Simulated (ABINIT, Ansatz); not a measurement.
**Converging GW for K2H6Pt (Fm-3m) in ABINIT**

Aim: raise bands and screening cutoff together for K2H6Pt (Fm-3m) and follow gap and time.

Main program and level: ABINIT 10.8.3; LDA and many-body steps on it, plane waves.

### Step 1. The structure

The structure is cubic, space group Fm-3m (No. 225). The conventional cell has a = 8.120 Å, b = 8.120 Å, c = 8.120 Å, α = 90.00°, β = 90.00°, γ = 90.00°. Nearest to K lie 12 H at 2.90 Å. Nearest to H lie 1 Pt at 1.64 Å and 4 H at 2.32 Å and 4 K at 2.90 Å. Nearest to Pt lie 6 H at 1.64 Å. Farther neighbours are not listed.

The cell and positions are those that the Materials Project relaxed with its own functionals (PBE, PBE+U or r2SCAN), kept fixed. Spin-orbit coupling is left out unless a step names it.

### Step 2. Empty states on the mesh, 2×2×2 mesh, 260 bands

This step: ABINIT 10.8.3; DFT, LDA, plane waves, norm-conserving pseudopotentials.

The sums over transitions need many empty states on a uniform mesh; this step solves for them.

Contents of run.abi:

```
acell 3*1.0 Angstrom
rprim 
  0.000000000000 4.060020550000 4.060020550000
  4.060020550000 0.000000000000 4.060020550000
  4.060020550000 4.060020550000 0.000000000000
ntypat 3
znucl 19 1 78
natom 9
typat 1 1 2 2 2 2 2 2 3
xred 
  0.750000000000 0.750000000000 0.750000000000
  0.250000000000 0.250000000000 0.250000000000
  0.797862200000 0.797862200000 0.202137800000
  0.202137800000 0.797862200000 0.202137800000
  0.797862200000 0.202137800000 0.202137800000
  0.202137800000 0.202137800000 0.797862200000
  0.797862200000 0.202137800000 0.797862200000
  0.202137800000 0.797862200000 0.797862200000
  0.000000000000 0.000000000000 0.000000000000
pp_dirpath "pseudos"
pseudos "K.upf, H.upf, Pt.upf"
ecut 34
ngkpt 2 2 2
nshiftk 1
shiftk 0 0 0
kptopt 1
chksymbreak 0
iscf -2
irdden 1
istwfk *1
nband 260
nbdbuf 22
tolwfr 1e-09
nstep 60
prtvol 0
indata_prefix "in"
outdata_prefix "out"
tmpdata_prefix "tmp"
```

On the command line:

```console
> OMP_NUM_THREADS=1 mpirun -n 4 abinit run.abi > log
```

Numbers of over 12 decimals in the logs are rounded to 6 here.

The program printed:

```text
.Version 10.8.3 of ABINIT. v10.8.2 released Aug 2026.

 Symmetries : space group Fm -3 m (#225); Bravais cF (face-center cubic)
[... echo of the input left out ...]
== DATASET  1 ==================================================================
-   mpi_nproc: 4, omp_nthreads: 1 (-1 if OMP is not activated)
-    --> not optimal distribution: autoparal keyword recommended in input file <--

--- !DatasetInfo
iteration_state: {dtset: 1, }
dimensions: {natom: 9, nkpt: 3, mband: 260, nsppol: 1, nspinor: 1, nspden: 1, mpw: 8609, }
cutoff_energies: {ecut:  34.0, pawecutdg:  -1.0, }
[...]
2.78875    2.78875    2.83249    2.83249    2.83249    2.83558    2.84195    2.86160
   2.86160    2.86160    2.88113    2.88810    2.88811    2.88818    2.90726    2.90777
   2.91621    2.91713    2.92825    2.92988
 prteigrs : prtvol=0 or 1, do not print more k-points.

== END DATASET(S) ==============================================================
================================================================================

 -outvars: echo values of variables after computation  --------
            nband         260
             nkpt           3
          spgroup         225
 [... the other variables as echoed above ...]

 Calculation completed.
```

Elapsed: 2.8 min, on 4 MPI ranks of Arm Neoverse V1, shared host; peak memory 0.45 GiB; 11 min of CPU time.

This step gave:

| Property | Result |
| --- | --- |
| gap | 3.719 eV |
| k of the valence top | 0.5, 0, 0 |
| k of the conduction bottom | 0.5, 0.5, 0 |
| least direct gap | 3.838 eV |
| k points computed | 3 |
| lowest point of the top converged band, above the valence top | 74.7282 eV |

On this mesh the gap is 3.719 eV.

The density comes from a self-consistent run that is not shown.

### Step 3. Screening, 2×2×2 mesh, 48 bands, screening to 62.6 eV

The RPA dielectric matrix is built and inverted for each q.

This step: RPA screening on LDA, plane waves, norm-conserving pseudopotentials.

Edit run.abi of step 2 so:

```diff
@@ -27,10 +27,11 @@
 chksymbreak 0
-iscf -2
-irdden 1
 istwfk *1
-nband 260
-nbdbuf 22
-tolwfr 1e-09
-nstep 60
-prtvol 0
+occopt 1
+irdwfk 1
+optdriver 3
+nband 48
+ecuteps 2.3
+inclvkb 2
+awtr 1
+symchi 1
 indata_prefix "in"
```

The program printed:

```text
.Version 10.8.3 of ABINIT. v10.8.2 released Aug 2026.

 Symmetries : space group Fm -3 m (#225); Bravais cF (face-center cubic)
[... echo of the input left out ...]
== DATASET  1 ==================================================================
-   mpi_nproc: 4, omp_nthreads: 1 (-1 if OMP is not activated)

--- !DatasetInfo
iteration_state: {dtset: 1, }
dimensions: {natom: 9, nkpt: 3, mband: 48, nsppol: 1, nspinor: 1, nspden: 1, mpw: 8609, }
cutoff_energies: {ecut:  34.0, pawecutdg:  -1.0, }
electrons: {nelect:   4.20000000E+01, charge:   0.00000000E+00, occopt:   1.00000000E+00, tsmear:   1.00000000E-02, }

 SCREENING: Calculation of the susceptibility and dielectric matrices

 Based on a program developped by R.W. Godby, V. Olevano, G. Onida, and L. Reining.
 Incorporated in ABINIT by V. Olevano, G.-M. Rignanese, and M. Torrent.
.Using double precision arithmetic ; gwpc =  8

[... cell and pseudopotentials left out ...]
--------------------------------------------------------------------------------

 ==== K-mesh for the wavefunctions ====
 Number of points in the irreducible wedge :     3
[... list of points left out ...]
 Together with 48 symmetry operations and time-reversal symmetry
 yields     8 points in the full Brillouin Zone.

 ==== Q-mesh for the screening function ====
 Number of points in the irreducible wedge :     3
[... list of points left out ...]
 Together with 48 symmetry operations and time-reversal symmetry
 yields     8 points in the full Brillouin Zone.

 setmesh: FFT mesh size selected  =    36x   36x   36
          total number of points  =        46656

 vcoul_init : cutoff-mode = AUXILIARY_FUNCTION
 q-points for optical limit:   1
     1)      0.000010    0.000020    0.000030

- screening: taking advantage of time-reversal symmetry
- Maximum band index for partially occupied states nbvw = 21
- Remaining bands to be divided among processors   nbcw = 27
- Number of bands treated by each node ~6

 Number of electrons calculated from density =   42.0000; Expected =   42.0000
 average of density, n =  0.046498
 r_s =    1.7251
 omega_plasma =   20.8005 [eV]

 calculating chi0 at frequencies [eV] :
  1    0.000000E+00    0.000000E+00
  2    0.000000E+00    2.080054E+01

--------------------------------------------------------------------------------
  q-point number  1        q = ( 0.000000, 0.000000, 0.000000) [r.l.u.]
--------------------------------------------------------------------------------
[... chi0 elements left out ...]
 For q-point:  0.000010 0.000020 0.000030
  dielectric constant =   2.9824
  dielectric constant without local fields =   3.7680

  Average fulfillment of the sum rule on Im[epsilon] for q-point    1 :     30.68  [%]
[... wings left out ...]
  q-point number  2        q = ( 0.500000, 0.000000, 0.000000) [r.l.u.]
--------------------------------------------------------------------------------
[... chi0 elements left out ...]
  Average fulfillment of the sum rule on Im[epsilon] for q-point    2 :     40.45  [%]

 [... 1 further q-points ...]
```

The job ended after 7.9 s (4 MPI ranks; peak memory 1.3 GiB; 31 s of CPU time).

Numbers from this step:

- ε∞ with local fields, on this mesh, along the program's q direction: 2.982
- the same without local fields: 3.768
- plasma frequency: 20.80 eV
- plane waves in the screening matrix: 169

Local fields lower ε∞ by 21 %. On a Γ-centred mesh this coarse the value itself is usually too large, while a short band sum pulls it down.

### Step 4. 48 bands, 62.6 eV

The self-energy is evaluated for the states that the input lists, and the levels follow from it, in one-shot runs by the linearised quasiparticle equation.

This step: G0W0 on LDA, plane waves, norm-conserving pseudopotentials.

Edit run.abi of step 3 so:

```diff
@@ -30,8 +30,19 @@
 irdwfk 1
-optdriver 3
+optdriver 4
 nband 48
+gwcalctyp 0
+ecutsigx 34
+symsigma 1
+nkptgw 3
+kptgw 
+  0.5000000000 0.0000000000 0.0000000000
+  0.5000000000 0.5000000000 0.0000000000
+  0.0000000000 0.0000000000 0.0000000000
+bdgw 
+  20 23
+  20 23
+  19 24
 ecuteps 2.3
-inclvkb 2
-awtr 1
-symchi 1
+irdscr 1
+ppmodel 1
 indata_prefix "in"
```

The program printed:

```text
.Version 10.8.3 of ABINIT. v10.8.2 released Aug 2026.

 Symmetries : space group Fm -3 m (#225); Bravais cF (face-center cubic)
[... echo of the input left out ...]
== DATASET  1 ==================================================================
-   mpi_nproc: 4, omp_nthreads: 1 (-1 if OMP is not activated)

--- !DatasetInfo
iteration_state: {dtset: 1, }
dimensions: {natom: 9, nkpt: 3, mband: 48, nsppol: 1, nspinor: 1, nspden: 1, mpw: 8609, }
cutoff_energies: {ecut:  34.0, pawecutdg:  -1.0, }
electrons: {nelect:   4.20000000E+01, charge:   0.00000000E+00, occopt:   1.00000000E+00, tsmear:   1.00000000E-02, }

 SIGMA: Calculation of the GW corrections

 Based on a program developped by R.W. Godby, V. Olevano, G. Onida, and L. Reining.
 Incorporated in ABINIT by V. Olevano, G.-M. Rignanese, and M. Torrent.
.Using double precision arithmetic ; gwpc =  8

[... cell and pseudopotentials left out ...]
--------------------------------------------------------------------------------

 ==== K-mesh for the wavefunctions ====
 Number of points in the irreducible wedge :     3
[... list of points left out ...]
 Together with 48 symmetry operations and time-reversal symmetry
 yields     8 points in the full Brillouin Zone.

 ==== Q-mesh for screening function ====
 Number of points in the irreducible wedge :     3
[... list of points left out ...]
 Together with 48 symmetry operations and time-reversal symmetry
 yields     8 points in the full Brillouin Zone.

 vcoul_init : cutoff-mode = AUXILIARY_FUNCTION
 q-points for optical limit:   1
     1)      0.000010    0.000020    0.000030
 setmesh: FFT mesh size selected  =    60x   60x   60
          total number of points  =       216000

 Number of electrons calculated from density =   42.0000; Expected =   42.0000
 average of density, n =  0.046498
 r_s =    1.7251
 omega_plasma =   20.8005 [eV]

 === KS Band Gaps ===
  >>>> For spin  1
   Minimum direct gap =   3.8383 [eV], located at k-point      :   0.5000  0.5000  0.0000
   Fundamental gap    =   3.7189 [eV], Top of valence bands at :   0.5000  0.0000  0.0000
                                       Bottom of conduction at :   0.5000  0.5000  0.0000
 SIGMA fundamental parameters:
 PLASMON POLE MODEL  1
 number of plane-waves for SigmaX                 8609
 number of plane-waves for SigmaC and W            169
 number of plane-waves for wavefunctions          8609
 number of bands                                    48
 number of independent spin polarizations            1
 number of spinorial components                      1
 number of k-points in IBZ                           3
 number of q-points in IBZ                           3
 number of symmetry operations                      48
 number of k-points in BZ                            8
 number of q-points in BZ                            8
 number of frequencies for dSigma/dE                 9
 frequency step for dSigma/dE [eV]                0.25
 number of omega for Sigma on real axis              0
 max omega for Sigma on real axis  [eV]           0.00
 zcut for avoiding poles [eV]                     0.10

 EPSILON^-1 parameters (SCR file):
 dimension of the eps^-1 matrix on file            169
 dimension of the eps^-1 matrix used               169
 number of plane-waves for wavefunctions          8609
 number of bands                                    48
 number of q-points in IBZ                           3
 number of frequencies                               2
 number of real frequencies                          1
 number of imag frequencies                          1

 matrix elements of self-energy operator (all in [eV])

 Perturbative Calculation

--- !SelfEnergy_ee
iteration_state: {dtset: 1, }
kpoint     : [   0.500,    0.000,    0.000, ]
spin       : 1
KS_gap     :    5.469
QP_gap     :    8.149
Delta_QP_KS:    2.680
data: !SigmaeeData |
     Band     E0 <VxcDFT>   SigX SigC(E0)      Z dSigC/dE  Sig(E)    E-E0       E
       20   0.204 -11.659 -14.635   2.351   0.833  -0.200 -12.180  -0.522  -0.318
       21   0.204 -11.659 -14.635   2.351   0.833  -0.200 -12.180  -0.522  -0.318
       22   5.673 -11.930  -7.508  -1.889   0.852  -0.174  -9.773   2.158   7.831
       23   5.673 -11.930  -7.508  -1.889   0.852  -0.174  -9.773   2.158   7.831

--- !SelfEnergy_ee
iteration_state: {dtset: 1, }
kpoint     : [   0.500,    0.500,    0.000, ]
spin       : 1
KS_gap     :    3.838
QP_gap     :    6.160
Delta_QP_KS:    2.321
data: !SigmaeeData |
     Band     E0 <VxcDFT>   SigX SigC(E0)      Z dSigC/dE  Sig(E)    E-E0       E
       20   0.084 -11.595 -14.627   2.335   0.833  -0.201 -12.175  -0.581  -0.496
       21   0.084 -11.595 -14.627   2.335   0.833  -0.201 -12.175  -0.581  -0.496
[...]
--- !SelfEnergy_ee
iteration_state: {dtset: 1, }
kpoint     : [   0.000,    0.000,    0.000, ]
spin       : 1
KS_gap     :    5.219
QP_gap     :    7.548
Delta_QP_KS:    2.329
data: !SigmaeeData |
     Band     E0 <VxcDFT>   SigX SigC(E0)      Z dSigC/dE  Sig(E)    E-E0       E
[...]
22   5.180  -7.814  -3.498  -2.278   0.875  -0.143  -6.031   1.783   6.963
       23   6.121 -12.607  -7.789  -1.935   0.862  -0.160 -10.121   2.486   8.607
       24   6.121 -12.607  -7.789  -1.935   0.862  -0.160 -10.121   2.486   8.607

 New Fermi energy :        9.822632E-02 Ha ,    2.672874E+00 eV

 === QP Band Gaps ===
  >>>> For spin  1
   Minimum direct gap =   6.1598 [eV], located at k-point      :   0.5000  0.5000  0.0000
   Fundamental gap    =   5.9815 [eV], Top of valence bands at :   0.5000  0.0000  0.0000
                                       Bottom of conduction at :   0.5000  0.5000  0.0000

== END DATASET(S) ==============================================================
================================================================================

 -outvars: echo values of variables after computation  --------
           etotal      0.0000000000E+00
            nband          48
             nkpt           3
          spgroup         225
 [... the other variables as echoed above ...]

 Calculation completed.
```

The job ended after 6 s (4 MPI ranks; peak memory 0.48 GiB).

This step gave:

```
G0W0 gap on the points computed              : 5.982 eV
starting gap on the mesh                     : 3.719 eV
k of the valence top                         : 0.5, 0, 0
k of the conduction bottom                   : 0.5, 0.5, 0
Z at the valence top                         : 0.833
Z at the conduction bottom                   : 0.858
least direct G0W0 gap on the computed points : 6.16 eV
```

The gap on the mesh goes from 3.72 eV to 5.98 eV, a correction of +2.26 eV.

### Step 5. Screening, 2×2×2 mesh, 109 bands, screening to 114.3 eV

This step: RPA screening on LDA, plane waves, norm-conserving pseudopotentials.

Edit run.abi of step 4 so:

```diff
@@ -30,19 +30,8 @@
 irdwfk 1
-optdriver 4
-nband 48
-gwcalctyp 0
-ecutsigx 34
-symsigma 1
-nkptgw 3
-kptgw 
-  0.5000000000 0.0000000000 0.0000000000
-  0.5000000000 0.5000000000 0.0000000000
-  0.0000000000 0.0000000000 0.0000000000
-bdgw 
-  20 23
-  20 23
-  19 24
-ecuteps 2.3
-irdscr 1
-ppmodel 1
+optdriver 3
+nband 109
+ecuteps 4.2
+inclvkb 2
+awtr 1
+symchi 1
 indata_prefix "in"
```

The program printed:

```text
.Version 10.8.3 of ABINIT. v10.8.2 released Aug 2026.

 Symmetries : space group Fm -3 m (#225); Bravais cF (face-center cubic)
[... echo of the input left out ...]
== DATASET  1 ==================================================================
-   mpi_nproc: 4, omp_nthreads: 1 (-1 if OMP is not activated)

--- !DatasetInfo
iteration_state: {dtset: 1, }
dimensions: {natom: 9, nkpt: 3, mband: 109, nsppol: 1, nspinor: 1, nspden: 1, mpw: 8609, }
cutoff_energies: {ecut:  34.0, pawecutdg:  -1.0, }
electrons: {nelect:   4.20000000E+01, charge:   0.00000000E+00, occopt:   1.00000000E+00, tsmear:   1.00000000E-02, }

 SCREENING: Calculation of the susceptibility and dielectric matrices

 Based on a program developped by R.W. Godby, V. Olevano, G. Onida, and L. Reining.
 Incorporated in ABINIT by V. Olevano, G.-M. Rignanese, and M. Torrent.
.Using double precision arithmetic ; gwpc =  8

[... cell and pseudopotentials left out ...]
--------------------------------------------------------------------------------

 ==== K-mesh for the wavefunctions ====
 Number of points in the irreducible wedge :     3
[... list of points left out ...]
 Together with 48 symmetry operations and time-reversal symmetry
 yields     8 points in the full Brillouin Zone.

 ==== Q-mesh for the screening function ====
 Number of points in the irreducible wedge :     3
[... list of points left out ...]
 Together with 48 symmetry operations and time-reversal symmetry
 yields     8 points in the full Brillouin Zone.

 setmesh: FFT mesh size selected  =    40x   40x   40
          total number of points  =        64000

 vcoul_init : cutoff-mode = AUXILIARY_FUNCTION
 q-points for optical limit:   1
     1)      0.000010    0.000020    0.000030

- screening: taking advantage of time-reversal symmetry
- Maximum band index for partially occupied states nbvw = 21
- Remaining bands to be divided among processors   nbcw = 88
- Number of bands treated by each node ~22

 Number of electrons calculated from density =   42.0000; Expected =   42.0000
 average of density, n =  0.046498
 r_s =    1.7251
 omega_plasma =   20.8005 [eV]

 calculating chi0 at frequencies [eV] :
  1    0.000000E+00    0.000000E+00
  2    0.000000E+00    2.080054E+01

--------------------------------------------------------------------------------
  q-point number  1        q = ( 0.000000, 0.000000, 0.000000) [r.l.u.]
--------------------------------------------------------------------------------
[... chi0 elements left out ...]
 For q-point:  0.000010 0.000020 0.000030
  dielectric constant =   3.0019
  dielectric constant without local fields =   3.8678

  Average fulfillment of the sum rule on Im[epsilon] for q-point    1 :     56.48  [%]
[... wings left out ...]
  q-point number  2        q = ( 0.500000, 0.000000, 0.000000) [r.l.u.]
--------------------------------------------------------------------------------
[... chi0 elements left out ...]
  Average fulfillment of the sum rule on Im[epsilon] for q-point    2 :     63.41  [%]

 [... 1 further q-points ...]
```

Wall time 19 s (4 MPI ranks); peak memory 1.5 GiB; 77 s of CPU time.

This step gave:

* ε∞ with local fields, on this mesh, along the program's q direction: 3.002
* the same without local fields: 3.868
* plasma frequency: 20.80 eV
* plane waves in the screening matrix: 339

(Continued in part 2 of 2.)

[Paths, hosts, dates, memory and timing lines, banners, echoed tables and standing remarks are left out of the program output.]

[Logs are printed without paths, hosts, clocks, repeated set-up lines and the standing remarks that a program may print on its own settings, such as how far it seeks lower states.]

[Runs of the session that timed out or met a known fault of the program may be left out.]

[Hosts, paths, dates, database ids (printed as entryN), source tags and the programs' standing remarks are cut or masked in the printed files.]

[G0W0 gaps are taken among the corrected bands and points alone; a level outside them can change the order at an edge.]

[Where Ansatz stands beside ABINIT at settings called matched, ABINIT's density can come from a denser mesh and the files from another edition; pairs whose starting gaps differed by over 0.03 eV were left out, so agreement reads better than it is.]
